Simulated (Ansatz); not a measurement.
# Ba on Hf(0001): change of the work function, part 2 of 3

Aim: the work function of Hf(0001) at several coverages of Ba (fcc site), and the dipole that each adsorbate carries.

Ansatz 0.2.0; plane-wave DFT, PBE, Ansatz PAW.

So far, work function, upper face (eV): step 2 (the clean slab) 4.33.

## Step 3: Adsorbate added, k-mesh 4×4×1, coverage 0.111 ML

System of this step: Ba/Hf(0001). The cell holds 37 atoms: 36 Hf and 1 Ba. Cell: a = 9.600 Å, b = 9.600 Å, c = 29.117 Å, α = 90.0°, β = 90.0°, γ = 60.0°. Vacuum lies along c.

The clean slab as it ended is repeated in the plane and the adsorbate is set on one face; the cell's size fixes the coverage, and the k-mesh shrinks with it to keep the sampling density about even. Adsorbate and upper layers relax, since the dipole depends on the height.

Input file input.yaml:

```yaml
crystal:
  lattice:
    - [9.6, 0.0, 0.0]
    - [4.8, 8.3138438763, 0.0]
    - [0.0, 0.0, 29.1171415841]
  atoms:
    - { symbol: Hf, position: [0.2222222222, 0.2222222222, 0.3090962749] }
    - { symbol: Hf, position: [0.0, 0.0, 0.396027885] }
    - { symbol: Hf, position: [0.2222222222, 0.2222222222, 0.486682665] }
    - { symbol: Hf, position: [0.0, 0.0, 0.5684011357] }
    - { symbol: Hf, position: [0.2222222222, 0.5555555556, 0.3090962749] }
    - { symbol: Hf, position: [0.0, 0.3333333333, 0.396027885] }
    - { symbol: Hf, position: [0.2222222222, 0.5555555556, 0.486682665] }
    - { symbol: Hf, position: [0.0, 0.3333333333, 0.5684011357] }
    - { symbol: Hf, position: [0.2222222222, 0.8888888889, 0.3090962749] }
    - { symbol: Hf, position: [0.0, 0.6666666667, 0.396027885] }
    - { symbol: Hf, position: [0.2222222222, 0.8888888889, 0.486682665] }
    - { symbol: Hf, position: [0.0, 0.6666666667, 0.5684011357] }
    - { symbol: Hf, position: [0.5555555556, 0.2222222222, 0.3090962749] }
    - { symbol: Hf, position: [0.3333333333, 0.0, 0.396027885] }
    - { symbol: Hf, position: [0.5555555556, 0.2222222222, 0.486682665] }
    - { symbol: Hf, position: [0.3333333333, 0.0, 0.5684011357] }
    - { symbol: Hf, position: [0.5555555556, 0.5555555556, 0.3090962749] }
    - { symbol: Hf, position: [0.3333333333, 0.3333333333, 0.396027885] }
    - { symbol: Hf, position: [0.5555555556, 0.5555555556, 0.486682665] }
    - { symbol: Hf, position: [0.3333333333, 0.3333333333, 0.5684011357] }
    - { symbol: Hf, position: [0.5555555556, 0.8888888889, 0.3090962749] }
    - { symbol: Hf, position: [0.3333333333, 0.6666666667, 0.396027885] }
    - { symbol: Hf, position: [0.5555555556, 0.8888888889, 0.486682665] }
    - { symbol: Hf, position: [0.3333333333, 0.6666666667, 0.5684011357] }
    - { symbol: Hf, position: [0.8888888889, 0.2222222222, 0.3090962749] }
    - { symbol: Hf, position: [0.6666666667, 0.0, 0.396027885] }
    - { symbol: Hf, position: [0.8888888889, 0.2222222222, 0.486682665] }
    - { symbol: Hf, position: [0.6666666667, 0.0, 0.5684011357] }
    - { symbol: Hf, position: [0.8888888889, 0.5555555556, 0.3090962749] }
    - { symbol: Hf, position: [0.6666666667, 0.3333333333, 0.396027885] }
    - { symbol: Hf, position: [0.8888888889, 0.5555555556, 0.486682665] }
    - { symbol: Hf, position: [0.6666666667, 0.3333333333, 0.5684011357] }
    - { symbol: Hf, position: [0.8888888889, 0.8888888889, 0.3090962749] }
    - { symbol: Hf, position: [0.6666666667, 0.6666666667, 0.396027885] }
    - { symbol: Hf, position: [0.8888888889, 0.8888888889, 0.486682665] }
    - { symbol: Hf, position: [0.6666666667, 0.6666666667, 0.5684011357] }
    - { symbol: Ba, position: [0.1111111111, 0.1111111111, 0.6909037251] }
kpoints:
  mp_grid: { grid: [4, 4, 1] }
hamiltonian:
  xc: pbe
scf:
  occupations: { method: fermi_dirac, width: 0.1 }
  convergence: { dr2_threshold: 1.0e-08 }
efield:
  axis: 3
  dipole_correction: true
  ramp_position: 0.97
  ramp_width: 0.06
relax:
  f_tol: 0.02
  max_steps: 60
  constraints:
    - { sites: [0, 1, 4, 5, 8, 9, 12, 13, 16, 17, 20, 21, 24, 25, 28, 29, 32, 33] }
output:
  write_potential: true
  write_density: true
  volumetric_format: npy
```

Run with:

```bash
ansatz run input.yaml --threads 4 --pin off --max-ram 16384MiB --backend cpu --events-out ev --progress --plain --runs-dir out
```

Numbers of over 12 decimals in the logs are rounded to 6 here.

What it wrote:

```text
[...]
Crystal: 37 atoms, lattice volume = 2323.924 Å³
Basis set: ecut = 420 eV, 45415 PW (Γ), exchange–correlation on 144×144×400 points (8 copies of the dense FFT grid, shifted against one another)
Bands: 568, of which v1, the nominal top of the filled ones, is band 473 counted from 1 (472 counted from 0)
Symmetry: 6 space group operations
[...]
k-points: 4 of 16 (time reversal used)
[...]
SCF iter   1: F=—  HF=-571902.878885 eV  |F-HF|=—  |Δ(HF+E_count)|=         —  Δρ=5.38e-3  dr2=1.42e1  ethr=1.77e-3  p=0.857 e·Å  D=6.67e-2 V/Å  ΔV_dip=-1.94 eV  dr2_dipole=1.29e-3  V_vac-E_F(+/−)=2.48/4.42 eV  ⟨swp⟩=6.8  Hψ=8075  notcnv=0  defer=12
[...]
SCF iter  12: F=-571902.478370 eV  HF=-571902.478370 eV  |F-HF|=1.28e-9  |Δ(HF+E_count)|=   1.49e-8  Δρ=1.62e-7  dr2=1.88e-9  ethr=1.06e-12  p=0.992 e·Å  D=7.72e-2 V/Å  ΔV_dip=-2.25 eV  dr2_dipole=6.65e-11  V_vac-E_F(+/−)=2.13/4.38 eV  ⟨swp⟩=11.5  Hψ=21286  notcnv=0
SCF 1 converged in 12 iterations: F = -571902.478370 eV  dr2 = 1.88e-9
[...]
relax step   1: F+E_penalty+E_count = -571902.47836992 eV  Δ(F+E_penalty+E_count) = +0.000e0 eV  max|allowed force component| = 1.222e0 eV/Å  Δτ_max = 0.0000 Å  (12 SCF iters, accepted)
[...]
SCF iter   1: F=—  HF=-571902.786972 eV  |F-HF|=—  |Δ(HF+E_count)|=         —  Δρ=2.34e-3  dr2=1.10e0  ethr=8.39e-5  p=0.992 e·Å  D=7.72e-2 V/Å  ΔV_dip=-2.25 eV  dr2_dipole=2.54e-1  V_vac-E_F(+/−)=2.13/4.38 eV  ⟨swp⟩=1.0  Hψ=7418  notcnv=0  defer=21
[...]
eigensolver tolerance schedule calibrated: the retry pair's looser diagonalisation under-reported the residual by θ = 0.28 (0.18/decade); ethr = c·dr2/N_el runs at the constant in force after the calibration composes with the one it found (an armed cap, an earlier calibration), c = 3.2e-2
[...]
SCF iter   2: F=—  HF=-571902.732678 eV  |F-HF|=—  |Δ(HF+E_count)|=   5.43e-2  Δρ=1.17e-3  dr2=1.41e-1  ethr=3.71e-5  p=0.943 e·Å  D=7.34e-2 V/Å  ΔV_dip=-2.14 eV  dr2_dipole=2.23e-5  V_vac-E_F(+/−)=2.24/4.38 eV  ⟨swp⟩=2.0  Hψ=4218  notcnv=0  defer=21
[...]
SCF iter  11: F=-571902.719979 eV  HF=-571902.719979 eV  |F-HF|=1.86e-9  |Δ(HF+E_count)|=   2.65e-8  Δρ=2.17e-7  dr2=2.50e-9  ethr=1.00e-12  p=0.949 e·Å  D=7.39e-2 V/Å  ΔV_dip=-2.15 eV  dr2_dipole=5.47e-10  V_vac-E_F(+/−)=2.22/4.37 eV  ⟨swp⟩=11.5  Hψ=17821  notcnv=0
SCF 2 converged in 11 iterations: F = -571902.719979 eV  dr2 = 2.50e-9
[...]
relax step   2: F+E_penalty+E_count = -571902.71997884 eV  Δ(F+E_penalty+E_count) = -2.416e-1 eV  max|allowed force component| = 9.720e-1 eV/Å  Δτ_max = 0.1972 Å  (11 SCF iters, accepted)
SCF iter   1: F=—  HF=-571902.911965 eV  |F-HF|=—  |Δ(HF+E_count)|=         —  Δρ=1.73e-3  dr2=1.35e0  ethr=6.17e-4  p=0.949 e·Å  D=7.39e-2 V/Å  ΔV_dip=-2.15 eV  dr2_dipole=4.80e-1  V_vac-E_F(+/−)=2.23/4.39 eV  ⟨swp⟩=5.2  Hψ=6027  notcnv=0  defer=17
[...]
SCF iter  11: F=-571902.873527 eV  HF=-571902.873527 eV  |F-HF|=3.38e-9  |Δ(HF+E_count)|=   1.01e-8  Δρ=1.77e-7  dr2=1.46e-9  ethr=1.06e-12  p=0.878 e·Å  D=6.84e-2 V/Å  ΔV_dip=-1.99 eV  dr2_dipole=3.87e-11  V_vac-E_F(+/−)=2.38/4.37 eV  ⟨swp⟩=11.5  Hψ=18751  notcnv=0
SCF 3 converged in 11 iterations: F = -571902.873527 eV  dr2 = 1.46e-9
relax step   3: F+E_penalty+E_count = -571902.87352667 eV  Δ(F+E_penalty+E_count) = -1.535e-1 eV  max|allowed force component| = 3.637e-1 eV/Å  Δτ_max = 0.1950 Å  (11 SCF iters, accepted)
[...]
relax step   4: F+E_penalty+E_count = -571902.90481264 eV  Δ(F+E_penalty+E_count) = -3.129e-2 eV  max|allowed force component| = 1.471e-1 eV/Å  Δτ_max = 0.1946 Å  (11 SCF iters, accepted)
[...]
relax step   5: F+E_penalty+E_count = -571902.90928889 eV  Δ(F+E_penalty+E_count) = -4.476e-3 eV  max|allowed force component| = 2.850e-2 eV/Å  Δτ_max = 0.0354 Å  (9 SCF iters, accepted)
SCF iter   1: F=—  HF=-571902.911347 eV  |F-HF|=—  |Δ(HF+E_count)|=         —  Δρ=9.62e-5  dr2=1.66e-3  ethr=3.78e-6  p=0.832 e·Å  D=6.48e-2 V/Å  ΔV_dip=-1.89 eV  dr2_dipole=4.50e-4  V_vac-E_F(+/−)=2.49/4.38 eV  ⟨swp⟩=2.0  Hψ=3186  notcnv=0  defer=34
[...]
SCF iter   7: F=-571902.909394 eV  HF=-571902.909394 eV  |F-HF|=1.30e-8  |Δ(HF+E_count)|=   2.25e-8  Δρ=3.56e-7  dr2=4.92e-9  ethr=1.06e-12  p=0.835 e·Å  D=6.50e-2 V/Å  ΔV_dip=-1.89 eV  dr2_dipole=9.19e-11  V_vac-E_F(+/−)=2.48/4.38 eV  ⟨swp⟩=10.8  Hψ=21977  notcnv=0
SCF 6 converged in 7 iterations: F = -571902.909394 eV  dr2 = 4.92e-9
[...]
relax step   6: F+E_penalty+E_count = -571902.90939425 eV  Δ(F+E_penalty+E_count) = -1.054e-4 eV  max|allowed force component| = 1.187e-2 eV/Å  Δτ_max = 0.0090 Å  (7 SCF iters, accepted)
NSCF: frozen V_eff on 4 k-points
[...]
SCF converged after 7 iterations
Free energy (F): -571902.909394 eV
[...]
Internal energy: -571901.186861 eV  (E = F + TS)
E sigma→0 (E₀):  -571902.048128 eV
Entropy (-TS):   -1.722533 eV (-46.555 meV/atom)
Fermi energy:    4.980420 eV
Dipole field:    D = 0.065013 V/Å  (p = 0.834952 e·Å, saw-weighted, corrected)
Work function:   Φ+ = 2.4834 eV   Φ− = 4.3764 eV
[...]
--- Forces (eV/Å), atoms counted from 1 ---
  atom   1  Hf    -0.01441423    -0.00832206     0.62417203
  atom   2  Hf    -0.03046161    -0.01758702    -0.71085795
  atom   3  Hf     0.01028178     0.00593619    -0.00182554
  atom   4  Hf    -0.00235073    -0.00135719    -0.00037917
  atom   5  Hf    -0.00737486     0.00425788     0.66911451
  atom   6  Hf    -0.00000000     0.03517404    -0.71085795
  atom   7  Hf    -0.00992214     0.00572855    -0.00043962
  atom   8  Hf     0.00000000     0.00271439    -0.00037917
  atom   9  Hf     0.00000000     0.01664412     0.62417203
  atom  10  Hf     0.04348095    -0.02510374    -0.58410538
  atom  11  Hf     0.00000000    -0.01187238    -0.00182554
  atom  12  Hf     0.00119950    -0.00069253     0.00020684
  atom  13  Hf     0.00000000    -0.00851575     0.66911451
  atom  14  Hf     0.03046161    -0.01758702    -0.71085795
  atom  15  Hf    -0.00000000    -0.01145710    -0.00043962
  atom  16  Hf     0.00235073    -0.00135719    -0.00037917
  atom  17  Hf     0.00737486     0.00425788     0.66911451
  atom  18  Hf     0.05795262     0.03345896    -0.64615635
  atom  19  Hf     0.00992214     0.00572855    -0.00043962
  atom  20  Hf    -0.00152760    -0.00088196     0.00008274
  atom  21  Hf    -0.00753143     0.00434827     0.65136927
  atom  22  Hf     0.00000000    -0.06691793    -0.64615635
  atom  23  Hf    -0.00469345     0.00270976    -0.00160354
  atom  24  Hf     0.00000000     0.00176392     0.00008274
  atom  25  Hf     0.01441423    -0.00832206     0.62417203
  atom  26  Hf     0.00000000     0.05020748    -0.58410538
  atom  27  Hf    -0.01028178     0.00593619    -0.00182554
  atom  28  Hf    -0.00000000     0.00138506     0.00020684
  atom  29  Hf    -0.00000000    -0.00869655     0.65136927
  atom  30  Hf    -0.05795262     0.03345896    -0.64615635
  atom  31  Hf    -0.00000000    -0.00541952    -0.00160354
  atom  32  Hf     0.00152760    -0.00088196     0.00008274
  atom  33  Hf     0.00753143     0.00434827     0.65136927
  atom  34  Hf    -0.04348095    -0.02510374    -0.58410538
  atom  35  Hf     0.00469345     0.00270976    -0.00160354
  atom  36  Hf    -0.00119950    -0.00069253     0.00020684
  atom  37  Ba    -0.00000000    -0.00000000     0.00126241
  max |Σ_I F_I| component: 4.05e-6 eV/Å
--- Band table (eV) ---
  k-point 0: bands = [... 469 lower, 4.9333, 4.9722, 4.9722, 4.9824, 5.0051, 5.0051, 5.0202, 5.0202, ... 91 higher]
  k-point 1: bands = [... 469 lower, 4.8554, 4.8705, 4.9495, 4.9507, 4.9746, 5.0185, 5.0191, 5.0449, ... 91 higher]
  k-point 2: bands = [... 469 lower, 4.8264, 4.8391, 4.9581, 4.9616, 4.9795, 4.9839, 5.0624, 5.1951, ... 91 higher]
  k-point 3: bands = [... 469 lower, 4.8826, 4.8969, 4.9175, 4.9936, 5.0085, 5.0314, 5.0490, 5.1135, ... 91 higher]
--- Relaxed structure (6 steps of the walk, 6 accepted, 0 SCFs on fresh bases) ---
  F+E_penalty+E_count = -571902.90939425 eV   max|allowed force component| = 1.187e-2 eV/Å
  atoms:
    - { symbol: Hf, position: [0.222222, 0.222222, 0.3090962749] }
    - { symbol: Hf, position: [1.1111101403313757e-11, 1.1111101403313758e-11, 0.396027885] }
    - { symbol: Hf, position: [0.223323, 0.223323, 0.485076] }
    - { symbol: Hf, position: [0.00171754, 0.00171754, 0.566264] }
    - { symbol: Hf, position: [0.222222, 0.555556, 0.3090962749] }
    - { symbol: Hf, position: [1.1111112030448567e-11, 0.333333, 0.396027885] }
    - { symbol: Hf, position: [0.221627, 0.555853, 0.488084] }
    - { symbol: Hf, position: [0.00171754, 0.329898, 0.566264] }
    - { symbol: Hf, position: [0.222222, 0.888889, 0.3090962749] }
    - { symbol: Hf, position: [-2.2222168549745902e-11, 0.666667, 0.396027885] }
    - { symbol: Hf, position: [0.223323, 0.886688, 0.485076] }
    - { symbol: Hf, position: [-0.00115738, 0.667245, 0.570624] }
    - { symbol: Hf, position: [0.555556, 0.222222, 0.3090962749] }
    - { symbol: Hf, position: [0.333333, 1.1111101403313758e-11, 0.396027885] }
    - { symbol: Hf, position: [0.555853, 0.221627, 0.488084] }
    - { symbol: Hf, position: [0.329898, 0.00171754, 0.566264] }
    - { symbol: Hf, position: [0.555556, 0.555556, 0.3090962749] }
    - { symbol: Hf, position: [0.333333, 0.333333, 0.396027885] }
    - { symbol: Hf, position: [0.555853, 0.555853, 0.488084] }
    - { symbol: Hf, position: [0.330294, 0.330294, 0.570248] }
    - { symbol: Hf, position: [0.555556, 0.888889, 0.3090962749] }
    - { symbol: Hf, position: [0.333333, 0.666667, 0.396027885] }
    - { symbol: Hf, position: [0.558943, 0.887195, 0.486675] }
    - { symbol: Hf, position: [0.330294, 0.672745, 0.570248] }
    - { symbol: Hf, position: [0.888889, 0.222222, 0.3090962749] }
    - { symbol: Hf, position: [0.666667, -2.2222234688031943e-11, 0.396027885] }
    - { symbol: Hf, position: [0.886688, 0.223323, 0.485076] }
    - { symbol: Hf, position: [0.667245, -0.00115738, 0.570624] }
    - { symbol: Hf, position: [0.888889, 0.555556, 0.3090962749] }
    - { symbol: Hf, position: [0.666667, 0.333333, 0.396027885] }
    - { symbol: Hf, position: [0.887195, 0.558943, 0.486675] }
    - { symbol: Hf, position: [0.672745, 0.330294, 0.570248] }
    - { symbol: Hf, position: [0.888889, 0.888889, 0.3090962749] }
    - { symbol: Hf, position: [0.666667, 0.666667, 0.396027885] }
    - { symbol: Hf, position: [0.887195, 0.887195, 0.486675] }
    - { symbol: Hf, position: [0.667245, 0.667245, 0.570624] }
    - { symbol: Ba, position: [0.111111, 0.111111, 0.672277] }
```

Run time: 36 min. Hardware: 4 threads of Arm Neoverse V1, shared host; peak memory 7.8 GiB; 2.4 h of CPU time.

The steps of the relaxation:

```csv
step,energy less that of the first step (eV),largest force component (eV/Å)
1,0.0000,1.2223
2,-0.2416,0.9720
3,-0.3952,0.3637
4,-0.4264,0.1471
5,-0.4309,0.0285
6,-0.4310,0.0119
```

Forces are held to the 6 operations that the run works with; a distortion that breaks them can't arise in this run.

The atoms that moved most (Å):

```csv
atom,dx,dy,dz,length
Ba37,0.000,0.000,-0.542,0.542
Hf20,-0.044,-0.025,0.054,0.074
Hf24,0.000,0.051,0.054,0.074
Hf32,0.044,-0.025,0.054,0.074
Hf16,-0.025,0.014,-0.062,0.068
Hf8,0.000,-0.029,-0.062,0.068
Hf4,0.025,0.014,-0.062,0.068
Hf36,0.008,0.005,0.065,0.065
```

Final coordinates:

```xyz
37
Lattice="9.6000 0.0000 0.0000 4.8000 8.3138 0.0000 0.0000 0.0000 29.1171" Properties=species:S:1:pos:R:3
Hf    3.2000    1.8475    9.0000
Hf    0.0000    0.0000   11.5312
Hf    3.2158    1.8567   14.1240
Hf    0.0247    0.0143   16.4880
Hf    4.8000    4.6188    9.0000
Hf    1.6000    2.7713   11.5312
Hf    4.7957    4.6213   14.2116
Hf    1.6000    2.7427   16.4880
Hf    6.4000    7.3901    9.0000
Hf    3.2000    5.5426   11.5312
Hf    6.4000    7.3718   14.1240
Hf    3.1917    5.5474   16.6149
Hf    6.4000    1.8475    9.0000
Hf    3.2000    0.0000   11.5312
Hf    6.4000    1.8426   14.2116
Hf    3.1753    0.0143   16.4880
Hf    8.0000    4.6188    9.0000
Hf    4.8000    2.7713   11.5312
Hf    8.0043    4.6213   14.2116
Hf    4.7562    2.7460   16.6040
Hf    9.6000    7.3901    9.0000
Hf    6.4000    5.5426   11.5312
Hf    9.6244    7.3760   14.1706
Hf    6.4000    5.5931   16.6040
Hf    9.6000    1.8475    9.0000
Hf    6.4000    0.0000   11.5312
Hf    9.5842    1.8567   14.1240
Hf    6.4000   -0.0096   16.6149
Hf   11.2000    4.6188    9.0000
Hf    8.0000    2.7713   11.5312
Hf   11.2000    4.6470   14.1706
Hf    8.0438    2.7460   16.6040
Hf   12.8000    7.3901    9.0000
Hf    9.6000    5.5426   11.5312
Hf   12.7756    7.3760   14.1706
Hf    9.6083    5.5474   16.6149
Ba    1.6000    0.9238   19.5748
```

Numbers from this step:

```yaml
energy_at_zero_smearing: -571902.0481 eV
work_function_upper_face: 2.483 eV
work_function_lower_face: 4.376 eV
dipole_along_the_normal: 0.8350 e·Å
step_between_the_vacuum_levels: -1.893 eV
```

Running mean over 2.5312 Å of the planar mean; the ramp of the sawtooth is left out. Electron's electrostatic potential energy less the Fermi level against z:

```csv
z (Å),electron's electrostatic potential energy less the Fermi level (eV)
4,4.37
5,4.35
6,4.12
7,2.31
8,-4.05
9,-7.41
10,-7.30
11,-7.26
12,-7.07
13,-6.70
14,-7.24
15,-7.97
16,-7.85
17,-6.73
18,-1.64
19,1.54
20,1.53
21,1.93
22,2.39
23,2.47
24,2.48
25,2.48
```

The relaxation took 6 steps and lowered the energy by 0.43 eV; the largest force on the free atoms ends at 0.012 eV/Å.

The covered face has 2.48 eV, -1.85 eV against the clean one; the bare back face has moved by -0.00 eV, a measure of how thin the slab is.

[end of part 2 of 3]

[Logs are printed without paths, hosts, clocks, repeated set-up lines and the standing remarks that a program may print on its own settings, such as how far it seeks lower states.]

[Hosts, paths, dates, database ids (printed as entryN), source tags and the programs' standing remarks are cut or masked in the printed files.]

[Maps of the electrostatic potential energy from Ansatz leave out the sawtooth potential of an applied field or a dipole correction, so their vacuum need not be flat; planar profiles and work functions include it.]
